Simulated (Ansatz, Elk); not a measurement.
## Bonding as seen by X-rays: La2Mg3Ni

Structure refinements treat a crystal as free atoms side by side. For a made-up structure of La2Mg3Ni (cell and positions from a PBE relaxation) the runs below show what the calculated density changes in F(hkl).

Main program and level: Elk 11.2.3 (patched build); DFT, PBE, all-electron APW+lo, Dirac cores, scalar-relativistic bands, static density, no spin.

The structure was built from a prototype and need not be the compound's stable phase.

**1. The structure**

The structure is orthorhombic, space group Pmm2 (No. 25). Conventional cell: a = 3.692 Å, b = 5.024 Å, c = 8.603 Å, α = 90.00°, β = 90.00°, γ = 90.00°. Nearest to La lie 6 Mg at 3.18 to 3.46 Å and 4 Ni at 3.40 Å. La has 2 Ni at 2.89 Å nearest. Ni has 3 Mg at 2.80 to 2.85 Å and 6 La at 2.89 to 3.40 Å nearest. Nearest to Mg lie 1 Ni at 2.85 Å and 2 Mg at 2.96 Å and 4 La at 3.46 Å. Mg has 2 Ni at 2.80 Å and 1 Mg at 2.95 Å and 2 La at 3.18 Å nearest. Nearest to Mg lie 3 Mg at 2.95 to 2.96 Å. Farther neighbours are not listed.

**2. Ground state and structure factors**

An all-electron density is needed, since X-rays see the cores too. Task 0 finds the density and task 195 Fourier-transforms it; tshift is off so that phases refer to the origin typed.

File elk.in:

```
tasks
  0
  195

xctype
  20

spinpol
  .false.

rgkmax
  7.0

gmaxvr
  14.0

lmaxo
  7

lmaxapw
  8

swidth
  0.002

tshift
  .false.

ramdisk
  .false.

hmaxvr
  5.5

maxscl
  120

epspot
  1e-06

sppath
  './'

avec
  6.97658266074 0.00000000000 0.00000000000
  0.00000000000 9.49421381777 0.00000000000
  0.00000000000 0.00000000000 16.25683074751

atoms
  3
  'La.in'
  2
  0.0000000000 0.0000000000 0.4733402893   0.000000 0.000000 0.000000
  0.0000000000 0.5000000000 0.0576279482   0.000000 0.000000 0.000000
  'Ni.in'
  1
  0.5000000000 0.5000000000 0.3154001425   0.000000 0.000000 0.000000
  'Mg.in'
  3
  0.5000000000 0.5000000000 0.6468983165   0.000000 0.000000 0.000000
  0.5000000000 0.0000000000 0.1724962847   0.000000 0.000000 0.000000
  0.5000000000 0.0000000000 0.8293370189   0.000000 0.000000 0.000000

ngridk
  6 5 3
```

Started as:

```bash
> OMP_NUM_THREADS=4 elk
```

Numbers of over 12 decimals in the logs are rounded to 6 here.

What it wrote:

```text
┌─────────────────────────┐
│ Elk code version 11.2.3 │
└─────────────────────────┘

All units are atomic (Hartree, Bohr, etc.)

┌─────────────────────────────────────────────────┐
│ Ground-state run starting from atomic densities │
└─────────────────────────────────────────────────┘

Lattice vectors :
   6.976582661       0.000000000       0.000000000
   0.000000000       9.494213818       0.000000000
   0.000000000       0.000000000       16.25683075

Reciprocal lattice vectors :
  0.9006107449       0.000000000       0.000000000
   0.000000000      0.6617910053       0.000000000
   0.000000000       0.000000000      0.3864950927

Unit cell volume      :    1076.806421
Brillouin zone volume :   0.2303572941

Muffin-tin inner radius fraction :   0.1000000000E-01

Nuclei treated as point charges

Species : 1 (La)
 parameters loaded from : La.in
 name : lanthanum
 nuclear charge    :   -57.00000000
 electronic charge :    57.00000000
 atomic mass :    253209.2366
 muffin-tin radius :    2.800000000
 number of radial points in muffin-tin :   1393
 inner part over the whole radius :   0.9924947902E-02
 number on inner part of muffin-tin    :    996
 approximate nuclear radius :   0.9226798129E-04
 number of mesh points to nuclear radius :    505
 atomic positions (lattice), magnetic fields (Cartesian) :
  1 :   0.00000000  0.00000000  0.47334029    0.00000000  0.00000000  0.00000000
  2 :   0.00000000  0.50000000  0.05762795    0.00000000  0.00000000  0.00000000

Species : 2 (Ni)
 parameters loaded from : Ni.in
 name : nickel
 nuclear charge    :   -28.00000000
 electronic charge :    28.00000000
 atomic mass :    106991.5231
 muffin-tin radius :    2.400000000
 number of radial points in muffin-tin :    993
 inner part over the whole radius :   0.9944305101E-02
 number on inner part of muffin-tin    :    701
 approximate nuclear radius :   0.7325707712E-04
 number of mesh points to nuclear radius :    335
 atomic positions (lattice), magnetic fields (Cartesian) :
  1 :   0.50000000  0.50000000  0.31540014    0.00000000  0.00000000  0.00000000

Species : 3 (Mg)
 parameters loaded from : Mg.in
 name : magnesium
 nuclear charge    :   -12.00000000
 electronic charge :    12.00000000
 atomic mass :    44305.30466
 muffin-tin radius :    2.200000000
 number of radial points in muffin-tin :    793
 inner part over the whole radius :   0.9941530515E-02
 number on inner part of muffin-tin    :    552
 approximate nuclear radius :   0.5710277704E-04
 number of mesh points to nuclear radius :    241
 atomic positions (lattice), magnetic fields (Cartesian) :
  1 :   0.50000000  0.50000000  0.64689832    0.00000000  0.00000000  0.00000000
  2 :   0.50000000  0.00000000  0.17249628    0.00000000  0.00000000  0.00000000
  3 :   0.50000000  0.00000000  0.82933702    0.00000000  0.00000000  0.00000000

Total number of atoms per unit cell :    6
Total muffin-tin volume :    375.6171952
 ratio of muffin-tin to unit cell volume :   0.3488251814

Spin treatment :
 spin-unpolarised

Number of Bravais lattice symmetries :    8
Number of crystal symmetries         :    4
Crystal has no inversion symmetry
Complex Hermitian eigensolver will be used

k-point grid :      6     5     3
k-point offset :    0.000000000       0.000000000       0.000000000
k-point set is reduced with full crystal symmetry group
Total number of k-points :       36

Muffin-tin radius times maximum |G+k| :    7.000000000
 using average radius
Maximum |G+k| for APW functions       :    2.876712329
Maximum (1/2)|G+k|²                   :    4.137736911
Maximum |G| for potential and density :    14.00000000
Constant for pseudocharge density :   10
 order of it for each species :   17  17  17
 order of it for pair densities of each species (exact exchange by exxq0 0: 18) :   13   9   7
Radial integration step length :    1

G-vector grid sizes :     32    45    75
Number of G-vectors :    49921

Maximum angular momentum used for
 APW functions            :    8
[...]
correlation                 :     -8.966096
 electron entropic           :    -0.15732450481412E-02
 total energy                :     -19117.640968175

Density of states at Fermi energy :    116.0944391
 (states/Hartree/unit cell)

Estimated indirect band gap :   0.9095866848E-03
 from k-point 2 to k-point 20
Estimated direct band gap   :   0.6887242063E-02
 at k-point 14

Charges :
 core                        :    110.0000000
 valence                     :    68.00000000
 interstitial                :    9.182202237
 muffin-tins (core leakage)
  species : 1 (La)
[...]
species : 2 (Ni)
[...]
species : 3 (Mg)
[...]
total in muffin-tins        :    168.8177978
 total calculated charge     :    177.9992772
 total charge                :    178.0000000
 error                       :   0.7228442382E-03

RMS change in Kohn-Sham potential (target) :   0.6577921189     (  0.1000000000E-05)
Absolute change in total energy (target)   :   0.4272800890     (  0.1000000000E-03)

[... loops 3 to 20 left out ...]

┌──────────────────┐
│ Loop number : 21 │
└──────────────────┘

Energies :
 Fermi                       :     0.205133
 sum of occupied eigenvalues :     -11687.667695536
 electron kinetic            :      20334.182668960
 core electron kinetic       :      19870.868298677
 Coulomb                     :     -38930.140659533
 Coulomb potential           :     -31342.393417625
 nuclear-nuclear             :     -1562.5113716612
 electron-nuclear            :     -43420.770120362
 Hartree                     :      6053.1408324904
 Madelung                    :     -23258.943950721
 xc potential                :     -679.45694687133
 exchange                    :     -512.25786363029
 correlation                 :     -8.945949
 electron entropic           :    -0.19614316906377E-02
 total energy                :     -19117.163764920

Density of states at Fermi energy :    147.0786852
 (states/Hartree/unit cell)

Estimated indirect band gap :   0.9522072047E-03
 from k-point 31 to k-point 20
Estimated direct band gap   :   0.7521611403E-02
 at k-point 29

Charges :
 core                        :    110.0000000
 valence                     :    68.00000000
 interstitial                :    10.12608472
 muffin-tins (core leakage)
  species : 1 (La)
[...]
species : 2 (Ni)
[...]
species : 3 (Mg)
[...]
total in muffin-tins        :    167.8739153
 total calculated charge     :    177.9992688
 total charge                :    178.0000000
 error                       :   0.7311760707E-03

RMS change in Kohn-Sham potential (target) :   0.6347557341E-06 (  0.1000000000E-05)
Absolute change in total energy (target)   :   0.6330854740E-04 (  0.1000000000E-03)

Convergence targets achieved

┌──────────────────┐
│ Loop number : 22 │
└──────────────────┘

Energies :
 Fermi                       :     0.205133
 sum of occupied eigenvalues :     -11687.667663376
 electron kinetic            :      20334.182693448
 core electron kinetic       :      19870.868308113
 Coulomb                     :     -38930.140658349
 Coulomb potential           :     -31342.393418546
 nuclear-nuclear             :     -1562.5113716612
 electron-nuclear            :     -43420.770117259
 Hartree                     :      6053.1408305711
 Madelung                    :     -23258.943949077
 xc potential                :     -679.45693827846
 exchange                    :     -512.25786393573
 correlation                 :     -8.945949
 electron entropic           :    -0.19614312330223E-02
 total energy                :     -19117.163739523

Density of states at Fermi energy :    147.0786368
 (states/Hartree/unit cell)

Estimated indirect band gap :   0.9522246656E-03
 from k-point 31 to k-point 32
Estimated direct band gap   :   0.7521611870E-02
 at k-point 17

Charges :
 core                        :    110.0000000
 valence                     :    68.00000000
 interstitial                :    10.12608380
 muffin-tins (core leakage)
  species : 1 (La)
[...]
species : 2 (Ni)
[...]
species : 3 (Mg)
   atom 1                    :    10.48680239     ( -0.9828258873E-07)
   atom 2                    :    10.57079344     ( -0.9828258740E-07)
   atom 3                    :    10.48445954     ( -0.9828258918E-07)
 total in muffin-tins        :    167.8739162
 total calculated charge     :    177.9992688
 total charge                :    178.0000000
 error                       :   0.7311759851E-03

┌──────────────────────────────┐
│ Self-consistent loop stopped │
└──────────────────────────────┘

Warning : core states of species 1 leak from the muffin-tin :   0.2214689518E-03

Warning : core states of species 2 leak from the muffin-tin :   0.2747202217E-03

Wrote STATE.OUT
```

The job ended after 91 s (4 threads of Arm Neoverse V2, shared host; peak memory 0.28 GiB).

SFACRHO.OUT:

```text

h k l indices transformed by vhmat matrix:
   1.000000000       0.000000000       0.000000000    
   0.000000000       1.000000000       0.000000000    
   0.000000000       0.000000000       1.000000000    

      h      k      l  multipl.   |H|            Re(F)            Im(F)           |F|

      0      0      0      1   0.0000000       178.00000      0.10110629E-15   178.00000    
      0      0      1      1  0.38649509      -9.8107946       44.801764       45.863381    
      0      0     -1      1  0.38649509      -9.8107946      -44.801764       45.863381    
      0     -1      0      2  0.66179101      -15.580938     -0.10331872E-13   15.580938    
      0     -1      1      2  0.76638488      -72.212985      -24.891347       76.382553    
      0      1     -1      2  0.76638488      -72.212985       24.891347       76.382553    
      0      0      2      1  0.77299019       54.984037       8.1059296       55.578326    
      0      0     -2      1  0.77299019       54.984037      -8.1059296       55.578326    
     -1      0      0      2  0.90061074       44.896144     -0.61644692E-14   44.896144    
      1      0     -1      2  0.98003988       3.9975906      -10.652160       11.377576    
      1      0      1      2  0.98003988       3.9975906       10.652160       11.377576    
      0      1     -2      2   1.0175859       18.025522       39.523490       43.439909    
      0      1      2      2   1.0175859       18.025522      -39.523490       43.439909    
      1      1      0      4   1.1176167       14.265179     -0.74306779E-16   14.265179    
      0      0     -3      1   1.1594853      -6.9387183      -52.754898       53.209258    
      0      0      3      1   1.1594853      -6.9387183       52.754898       53.209258    
     -1      1      1      4   1.1825589      -112.77202       5.1939858       112.89157    
      1      1     -1      4   1.1825589      -112.77202      -5.1939858       112.89157
```

Elk indexes on the primitive cell of elk.in and gives |H| = 4π sin θ/λ in inverse bohr. Below, one row stands for each form hkl of the conventional cell (m members, Friedel mates merged), F is for one primitive cell and the density is static (no thermal factor). Free-atom factors are Waasmaier and Kirfel's, and R is Σm||F|−|F'||/Σm|F|.

```csv
hkl,m,sin θ/λ (Å⁻¹),"abs F, DFT",neutral atoms,diff.,abs of complex diff.
001,2,0.058,45.863,45.537,+0.327,0.327
010,2,0.100,15.581,15.346,+0.235,0.235
011,4,0.115,76.383,76.039,+0.344,0.423
002,2,0.116,55.578,55.556,+0.022,0.026
100,2,0.135,44.896,45.231,-0.335,0.335
101,4,0.147,11.378,11.539,-0.161,0.257
012,4,0.153,43.440,43.462,-0.023,0.250
110,4,0.168,14.265,14.095,+0.170,0.170
003,2,0.174,53.209,53.294,-0.085,0.213
111,8,0.178,112.892,112.977,-0.086,0.203
102,4,0.178,109.667,109.634,+0.034,0.065
020,2,0.199,138.709,139.000,-0.291,0.291
013,4,0.201,106.914,107.299,-0.385,0.386
112,8,0.204,52.238,52.206,+0.032,0.065
021,4,0.207,37.427,37.416,+0.011,0.070
103,4,0.221,76.322,76.273,+0.049,0.056
022,4,0.231,48.218,47.958,+0.260,0.260
004,2,0.233,40.474,40.399,+0.075,0.245
120,4,0.241,40.317,39.954,+0.363,0.363
113,8,0.242,30.176,30.015,+0.162,0.380
121,8,0.248,10.230,10.168,+0.062,0.112
014,4,0.253,88.843,88.909,-0.067,0.067
```

**3. The highest occupied states alone**

An energy window below the Fermi level keeps the highest occupied states, to see at which angles they scatter; shallow core shells can lie inside it and anion s states outside. No new self-consistency is needed.

elk.in: that of step 2 with these lines changed.

```diff
@@ -1,3 +1,2 @@
 tasks
-  0
   195
@@ -40,2 +39,5 @@
 
+wsfac
+  -0.346110 0.505130
+
 sppath
```

Started as:

```bash
> OMP_NUM_THREADS=4 elk
```

What it wrote:

```text
┌─────────────────────────────────┐
│ Elk code version 11.2.3 started │
└─────────────────────────────────┘

Info(readinput): the functional depends on the density's gradient
 muffin-tin radial points multiplied by    2.00000
 (not where nrmtscf is given)

┌────────────────────┐
│ Current task : 195 │
└────────────────────┘

Info(sfacrho): density structure factors written to SFACRHO.OUT

 Energy window :  -0.3461100000      0.5051300000

┌──────────────────┐
│ Elk code stopped │
└──────────────────┘
```

It took 20 s on 4 threads; peak memory 0.18 GiB; 23 s of CPU time.

States within 15 eV below the Fermi level hold 22.00 electrons; any levels below the window count with the cores. Their amplitudes can exceed the total, where window and core parts have opposite phase:

```csv
hkl,sin θ/λ (Å⁻¹),"abs F, window","abs F, all"
001,0.058,9.278,45.863
010,0.100,7.689,15.581
011,0.115,7.680,76.383
002,0.116,7.245,55.578
100,0.135,8.156,44.896
101,0.147,6.875,11.378
012,0.153,6.658,43.440
110,0.168,6.480,14.265
003,0.174,6.342,53.209
111,0.178,6.432,112.892
```

**4. Another functional**

The difference from free atoms is small, so it is set against the change that LDA (Perdew-Wang) makes.

elk.in: that of step 3 with these lines changed.

```diff
@@ -1,2 +1,3 @@
 tasks
+  0
   195
@@ -4,3 +5,3 @@
 xctype
-  20
+  3
 
@@ -39,5 +40,2 @@
 
-wsfac
-  -0.346110 0.505130
-
 sppath
```

Started as:

```bash
> OMP_NUM_THREADS=4 elk
```

What it wrote:

```text
┌─────────────────────────┐
│ Elk code version 11.2.3 │
└─────────────────────────┘

All units are atomic (Hartree, Bohr, etc.)

┌─────────────────────────────────────────────────┐
│ Ground-state run starting from atomic densities │
└─────────────────────────────────────────────────┘

Lattice vectors :
   6.976582661       0.000000000       0.000000000
   0.000000000       9.494213818       0.000000000
   0.000000000       0.000000000       16.25683075

Reciprocal lattice vectors :
  0.9006107449       0.000000000       0.000000000
[...]
species : 3 (Mg)
[...]
atom 2                    :    10.58242994     ( -0.1573064654E-05)
   atom 3                    :    10.49802117     ( -0.1573064650E-05)
 total in muffin-tins        :    167.9453562
 total calculated charge     :    177.9992674
 total charge                :    178.0000000
 error                       :   0.7325575756E-03

┌──────────────────────────────┐
│ Self-consistent loop stopped │
└──────────────────────────────┘

Warning : core states of species 1 leak from the muffin-tin :   0.2218463077E-03

Warning : core states of species 2 leak from the muffin-tin :   0.2862105691E-03

Wrote STATE.OUT
[key lines of the parts left out:]
total energy                :     -19099.483541452
```

Run time: 65 s. Hardware: 4 threads; peak memory 0.21 GiB; 3.6 min of CPU time.

Against the first run R = 0.03 %; the largest change is -0.058 at 006.

**5. Basis size**

The basis and the expansions that go with it are enlarged, to see whether the differences are converged.

elk.in: that of step 4 with these lines changed.

```diff
@@ -5,3 +5,3 @@
 xctype
-  3
+  20
 
@@ -11,12 +11,12 @@
 rgkmax
-  7.0
+  8.5
 
 gmaxvr
-  14.0
+  18.0
 
 lmaxo
-  7
+  9
 
 lmaxapw
-  8
+  10
```

Started as:

```bash
> OMP_NUM_THREADS=4 elk
```

What it wrote:

```text
┌─────────────────────────┐
│ Elk code version 11.2.3 │
└─────────────────────────┘

All units are atomic (Hartree, Bohr, etc.)

┌─────────────────────────────────────────────────┐
│ Ground-state run starting from atomic densities │
└─────────────────────────────────────────────────┘

Lattice vectors :
   6.976582661       0.000000000       0.000000000
   0.000000000       9.494213818       0.000000000
   0.000000000       0.000000000       16.25683075

Reciprocal lattice vectors :
  0.9006107449       0.000000000       0.000000000
[...]
species : 3 (Mg)
[...]
atom 2                    :    10.57228363     ( -0.9828258785E-07)
   atom 3                    :    10.48553920     ( -0.9828258873E-07)
 total in muffin-tins        :    167.8889916
 total calculated charge     :    177.9992908
 total charge                :    178.0000000
 error                       :   0.7091710291E-03

┌──────────────────────────────┐
│ Self-consistent loop stopped │
└──────────────────────────────┘

Warning : core states of species 1 leak from the muffin-tin :   0.2209720935E-03

Warning : core states of species 2 leak from the muffin-tin :   0.2751059447E-03

Wrote STATE.OUT
[key lines of the parts left out:]
total energy                :     -19117.177382760
```

It took 4.7 min on 4 threads; peak memory 0.55 GiB.

Against the first run R = 0.01 %; the largest change is -0.010 at 040.

**6. Settings against the effect**

```csv
run,R against the first run (%),"R against neutral atoms, low angle (%)",wall time
"PBE, rgkmax 7",0.00,0.21,91 s
LDA (Perdew-Wang),0.03,0.21,65 s
rgkmax 8.5 with larger expansions,0.01,0.21,4.7 min
```

**7. Outcome**

```yaml
r_against_neutral_atoms_sin_theta_lambda_0p3_a_minus1: 0.21 %
r_against_neutral_atoms_0p3_to_0p54_a_minus1: 0.06 %
```

**Reading.** Independent neutral atoms miss the calculated amplitudes by R = 0.21 % below 0.3 Å⁻¹ and 0.06 % from there to 0.54 Å⁻¹; by shells, 0.57 % below 0.15 Å⁻¹ (6 forms), 0.18 % 0.15 to 0.3 (28 forms), 0.07 % 0.3 to 0.45 (60 forms), 0.05 % above 0.45 (55 forms). Bonding, aspherical density and the tables' own atoms all enter these figures, and the runs don't part them. The largest change of an amplitude is -0.38 electrons, at 013. R counts amplitudes alone; phases shift too. The window's part falls from 22.0 electrons at the origin to at most 2.10 between 0.45 and 0.54 Å⁻¹, where compact states inside the window still scatter. Below 0.3 Å⁻¹ the changes that finished (LDA (Perdew-Wang) and rgkmax 8.5 with larger expansions) move F by R = 0.02 % at most, against the 0.21 % that separates it from free atoms. The k-mesh has no finished test. These runs have no spin, though d or f shells may be open. Part of the difference isn't bonding: the tables are fits to free atoms and ions calculated by other methods than this functional. Thermal motion, anomalous dispersion and extinction are left out.

[Logs are printed without paths, hosts, clocks, repeated set-up lines and the standing remarks that a program may print on its own settings, such as how far it seeks lower states.]

[Hosts, paths, dates, database ids (printed as entryN), source tags and the programs' standing remarks are cut or masked in the printed files.]
